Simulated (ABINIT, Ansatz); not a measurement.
## WS2 (Tungstenite): changed settings of a GW run in ABINIT

Aim: change inputs of a GW run on WS2 (Tungstenite) and see what moves.

Calculated with ABINIT 10.8.3; PBE and many-body steps on it, plane waves.

### 1. Set-up

The structure is hexagonal, space group P6_3/mmc (No. 194). The conventional cell has a = 3.153 Å, b = 3.153 Å, c = 12.323 Å, α = 90.00°, β = 90.00°, γ = 120.00°. Nearest to W lie 6 S at 2.40 Å. Nearest to S lie 3 W at 2.40 Å. Farther neighbours and most contacts between anions are not listed.

As a file:

```cif
data_structure
_symmetry_space_group_name_H-M 'P6_3/mmc'
_symmetry_Int_Tables_number 194
_cell_length_a 3.1532
_cell_length_b 3.1532
_cell_length_c 12.3230
_cell_angle_alpha 90.000
_cell_angle_beta 90.000
_cell_angle_gamma 120.000
_cell_volume 106.11
loop_
_atom_site_label
_atom_site_type_symbol
_atom_site_symmetry_multiplicity
_atom_site_Wyckoff_symbol
_atom_site_fract_x
_atom_site_fract_y
_atom_site_fract_z
_atom_site_occupancy
W1 W 2 c 0.33333 0.66667 0.25000 1
S1 S 4 f 0.33333 0.66667 0.62250 1
```

The cell and positions come from the Crystallography Open Database and are kept as given unless a step says otherwise. Spin-orbit coupling is left out unless a step names it.

### 2. Screening, 6×6×1 mesh, 303 bands, screening to 176.9 eV

This step: ABINIT 10.8.3; RPA screening on PBE, plane waves, norm-conserving pseudopotentials.

The RPA dielectric matrix is built and inverted for each q.

run.abi reads:

```
acell 3*1.0 Angstrom
rprim 
  3.153199999992 0.000000000002 0.000000000000
  -1.576599999998 2.730751303206 0.000000000000
  0.000000000000 0.000000000000 12.323000000000
ntypat 2
znucl 74 16
natom 6
typat 1 1 2 2 2 2
xred 
  0.333333333333 0.666666666667 0.250000000000
  0.666666666667 0.333333333333 0.750000000000
  0.333333333333 0.666666666667 0.622500000000
  0.666666666667 0.333333333333 0.122500000000
  0.333333333333 0.666666666667 0.877500000000
  0.666666666667 0.333333333333 0.377500000000
pp_dirpath "pseudos"
pseudos "W.upf, S.upf"
ecut 31
ngkpt 6 6 1
nshiftk 1
shiftk 0 0 0
kptopt 1
chksymbreak 0
istwfk *1
occopt 1
irdwfk 1
optdriver 3
nband 303
ecuteps 6.5
inclvkb 2
awtr 1
symchi 1
indata_prefix "in"
outdata_prefix "out"
tmpdata_prefix "tmp"
```

Command:

```
$ OMP_NUM_THREADS=1 mpirun -n 8 abinit run.abi > log
```

The program printed:

```text
.Version 10.8.3 of ABINIT. v10.8.2 released Aug 2026.

 Symmetries : space group P6_3/m m c (#194); Bravais hP (primitive hexag.)
[... echo of the input left out ...]
== DATASET  1 ==================================================================
-   mpi_nproc: 8, omp_nthreads: 1 (-1 if OMP is not activated)

--- !DatasetInfo
iteration_state: {dtset: 1, }
dimensions: {natom: 6, nkpt: 7, mband: 303, nsppol: 1, nspinor: 1, nspden: 1, mpw: 5929, }
cutoff_energies: {ecut:  31.0, pawecutdg:  -1.0, }
electrons: {nelect:   5.20000000E+01, charge:   0.00000000E+00, occopt:   1.00000000E+00, tsmear:   1.00000000E-02, }

 SCREENING: Calculation of the susceptibility and dielectric matrices

 Based on a program developped by R.W. Godby, V. Olevano, G. Onida, and L. Reining.
 Incorporated in ABINIT by V. Olevano, G.-M. Rignanese, and M. Torrent.
.Using double precision arithmetic ; gwpc =  8

[... cell and pseudopotentials left out ...]
--------------------------------------------------------------------------------

 ==== K-mesh for the wavefunctions ====
 Number of points in the irreducible wedge :     7
[... list of points left out ...]
 Together with 24 symmetry operations and time-reversal symmetry
 yields    36 points in the full Brillouin Zone.

 ==== Q-mesh for the screening function ====
 Number of points in the irreducible wedge :     7
[... list of points left out ...]
 Together with 24 symmetry operations and time-reversal symmetry
 yields    36 points in the full Brillouin Zone.

 setmesh: FFT mesh size selected  =    20x   20x   90
          total number of points  =        36000

 vcoul_init : cutoff-mode = AUXILIARY_FUNCTION
 q-points for optical limit:   1
     1)      0.000010    0.000020    0.000030

- screening: taking advantage of time-reversal symmetry
- Maximum band index for partially occupied states nbvw = 26
- Remaining bands to be divided among processors   nbcw = 277
- Number of bands treated by each node ~34

 Number of electrons calculated from density =   52.0000; Expected =   52.0000
 average of density, n =  0.072620
 r_s =    1.4869
 omega_plasma =   25.9946 [eV]

 calculating chi0 at frequencies [eV] :
  1    0.000000E+00    0.000000E+00
  2    0.000000E+00    2.599465E+01

--------------------------------------------------------------------------------
  q-point number  1        q = ( 0.000000, 0.000000, 0.000000) [r.l.u.]
--------------------------------------------------------------------------------
[... chi0 elements left out ...]
 For q-point:  0.000010 0.000020 0.000030
  dielectric constant =  13.5116
  dielectric constant without local fields =  15.0823

  Average fulfillment of the sum rule on Im[epsilon] for q-point    1 :     91.01  [%]
[... wings left out ...]
  q-point number  2        q = ( 0.166667, 0.000000, 0.000000) [r.l.u.]
--------------------------------------------------------------------------------
[... chi0 elements left out ...]
  Average fulfillment of the sum rule on Im[epsilon] for q-point    2 :     92.49  [%]

 [... 5 further q-points ...]
```

Elapsed: 3 min, on 8 MPI ranks of Arm Neoverse V2, shared host; peak memory 3.4 GiB.

This step gave:

- ε∞ with local fields, on this mesh, along the program's q direction: 13.51
- the same without local fields: 15.08
- plasma frequency: 25.99 eV
- plane waves in the screening matrix: 573

Local fields lower ε∞ by 10 %. On a Γ-centred mesh this coarse the value itself is usually too large, while a short band sum pulls it down.

### 3. Base

The self-energy is evaluated for the states that the input lists, and the levels follow from it, in one-shot runs by the linearised quasiparticle equation.

This step: G0W0 on PBE, plane waves, norm-conserving pseudopotentials.

Edit run.abi of step 2 so:

```diff
@@ -27,8 +27,19 @@
 irdwfk 1
-optdriver 3
+optdriver 4
 nband 303
+gwcalctyp 0
+ecutsigx 31
+symsigma 1
+nkptgw 3
+kptgw 
+  0.0000000000 0.0000000000 0.0000000000
+  0.1666666667 0.1666666667 0.0000000000
+  0.3333333333 0.3333333333 0.0000000000
+bdgw 
+  25 28
+  25 28
+  25 28
 ecuteps 6.5
-inclvkb 2
-awtr 1
-symchi 1
+irdscr 1
+ppmodel 1
 indata_prefix "in"
```

The program printed:

```text
.Version 10.8.3 of ABINIT. v10.8.2 released Aug 2026.

 Symmetries : space group P6_3/m m c (#194); Bravais hP (primitive hexag.)
[... echo of the input left out ...]
== DATASET  1 ==================================================================
-   mpi_nproc: 8, omp_nthreads: 1 (-1 if OMP is not activated)

--- !DatasetInfo
iteration_state: {dtset: 1, }
dimensions: {natom: 6, nkpt: 7, mband: 303, nsppol: 1, nspinor: 1, nspden: 1, mpw: 5929, }
cutoff_energies: {ecut:  31.0, pawecutdg:  -1.0, }
electrons: {nelect:   5.20000000E+01, charge:   0.00000000E+00, occopt:   1.00000000E+00, tsmear:   1.00000000E-02, }

 SIGMA: Calculation of the GW corrections

 Based on a program developped by R.W. Godby, V. Olevano, G. Onida, and L. Reining.
 Incorporated in ABINIT by V. Olevano, G.-M. Rignanese, and M. Torrent.
.Using double precision arithmetic ; gwpc =  8

[... cell and pseudopotentials left out ...]
--------------------------------------------------------------------------------

 ==== K-mesh for the wavefunctions ====
 Number of points in the irreducible wedge :     7
[... list of points left out ...]
 Together with 24 symmetry operations and time-reversal symmetry
 yields    36 points in the full Brillouin Zone.

 ==== Q-mesh for screening function ====
 Number of points in the irreducible wedge :     7
[... list of points left out ...]
 Together with 24 symmetry operations and time-reversal symmetry
 yields    36 points in the full Brillouin Zone.

 vcoul_init : cutoff-mode = AUXILIARY_FUNCTION
 q-points for optical limit:   1
     1)      0.000010    0.000020    0.000030
 setmesh: FFT mesh size selected  =    25x   25x  120
          total number of points  =        75000

 Number of electrons calculated from density =   52.0000; Expected =   52.0000
 average of density, n =  0.072620
 r_s =    1.4869
 omega_plasma =   25.9946 [eV]

 === KS Band Gaps ===
  >>>> For spin  1
   Minimum direct gap =   1.8369 [eV], located at k-point      :   0.3333  0.3333  0.0000
   Fundamental gap    =   0.9806 [eV], Top of valence bands at :   0.0000  0.0000  0.0000
                                       Bottom of conduction at :   0.1667  0.1667  0.0000
 SIGMA fundamental parameters:
 PLASMON POLE MODEL  1
 number of plane-waves for SigmaX                 5885
 number of plane-waves for SigmaC and W            573
 number of plane-waves for wavefunctions          5885
 number of bands                                   303
 number of independent spin polarizations            1
 number of spinorial components                      1
 number of k-points in IBZ                           7
 number of q-points in IBZ                           7
 number of symmetry operations                      24
 number of k-points in BZ                           36
 number of q-points in BZ                           36
 number of frequencies for dSigma/dE                 9
 frequency step for dSigma/dE [eV]                0.25
 number of omega for Sigma on real axis              0
 max omega for Sigma on real axis  [eV]           0.00
 zcut for avoiding poles [eV]                     0.10

 EPSILON^-1 parameters (SCR file):
 dimension of the eps^-1 matrix on file            573
 dimension of the eps^-1 matrix used               573
 number of plane-waves for wavefunctions          5885
 number of bands                                   303
 number of q-points in IBZ                           7
 number of frequencies                               2
 number of real frequencies                          1
 number of imag frequencies                          1

 matrix elements of self-energy operator (all in [eV])

 Perturbative Calculation

--- !SelfEnergy_ee
iteration_state: {dtset: 1, }
kpoint     : [   0.000,    0.000,    0.000, ]
spin       : 1
KS_gap     :    2.311
QP_gap     :    2.761
Delta_QP_KS:    0.450
data: !SigmaeeData |
     Band     E0 <VxcDFT>   SigX SigC(E0)      Z dSigC/dE  Sig(E)    E-E0       E
       25   8.288 -14.458 -15.573   0.949   0.787  -0.271 -14.589  -0.131   8.157
       26   9.509 -15.590 -16.105   0.435   0.784  -0.276 -15.652  -0.063   9.446
       27  11.820 -15.225 -10.553  -4.180   0.787  -0.271 -14.838   0.387  12.207
       28  11.820 -15.225 -10.553  -4.180   0.787  -0.271 -14.838   0.387  12.207

--- !SelfEnergy_ee
iteration_state: {dtset: 1, }
kpoint     : [   0.167,    0.167,    0.000, ]
spin       : 1
KS_gap     :    2.486
QP_gap     :    2.854
Delta_QP_KS:    0.368
data: !SigmaeeData |
     Band     E0 <VxcDFT>   SigX SigC(E0)      Z dSigC/dE  Sig(E)    E-E0       E
       25   7.976 -15.191 -16.569   1.225   0.783  -0.278 -15.311  -0.120   7.856
       26   8.004 -15.258 -16.559   1.189   0.783  -0.278 -15.346  -0.088   7.916
[...]
--- !SelfEnergy_ee
iteration_state: {dtset: 1, }
kpoint     : [   0.333,    0.333,    0.000, ]
spin       : 1
KS_gap     :    1.837
QP_gap     :    2.395
Delta_QP_KS:    0.558
data: !SigmaeeData |
     Band     E0 <VxcDFT>   SigX SigC(E0)      Z dSigC/dE  Sig(E)    E-E0       E
[...]
26   8.977 -15.421 -15.957   0.483   0.787  -0.271 -15.463  -0.042   8.935
       27  10.814 -16.363 -11.961  -3.747   0.787  -0.271 -15.847   0.516  11.330
       28  10.814 -16.363 -11.961  -3.747   0.787  -0.271 -15.847   0.516  11.330

== END DATASET(S) ==============================================================
================================================================================

 -outvars: echo values of variables after computation  --------
           etotal      0.0000000000E+00
            nband         303
             nkpt           7
          spgroup         194
 [... the other variables as echoed above ...]

 Calculation completed.
```

Run time: 77 s. Hardware: 8 MPI ranks; peak memory 3.3 GiB.

Numbers from this step:

- G0W0 gap on the points computed: 1.324 eV
- starting gap on the mesh: 0.9806 eV
- k of the valence top: 0, 0, 0
- k of the conduction bottom: 0.1667, 0.1667, 0
- Z at the valence top: 0.784
- Z at the conduction bottom: 0.793
- least direct G0W0 gap on the computed points: 2.395 eV

The gap on the mesh goes from 0.98 eV to 1.32 eV, a correction of +0.34 eV.

(Continued in part 2 of 2.)

[Paths, hosts, dates, memory and timing lines, banners, echoed tables and standing remarks are left out of the program output.]

[Logs are printed without paths, hosts, clocks, repeated set-up lines and the standing remarks that a program may print on its own settings, such as how far it seeks lower states.]

[Runs of the session that timed out or met a known fault of the program may be left out.]

[Hosts, paths, dates, database ids (printed as entryN), source tags and the programs' standing remarks are cut or masked in the printed files.]

[G0W0 gaps are taken among the corrected bands and points alone; a level outside them can change the order at an edge.]

[Where Ansatz stands beside ABINIT at settings called matched, ABINIT's density can come from a denser mesh and the files from another edition; pairs whose starting gaps differed by over 0.03 eV were left out, so agreement reads better than it is.]
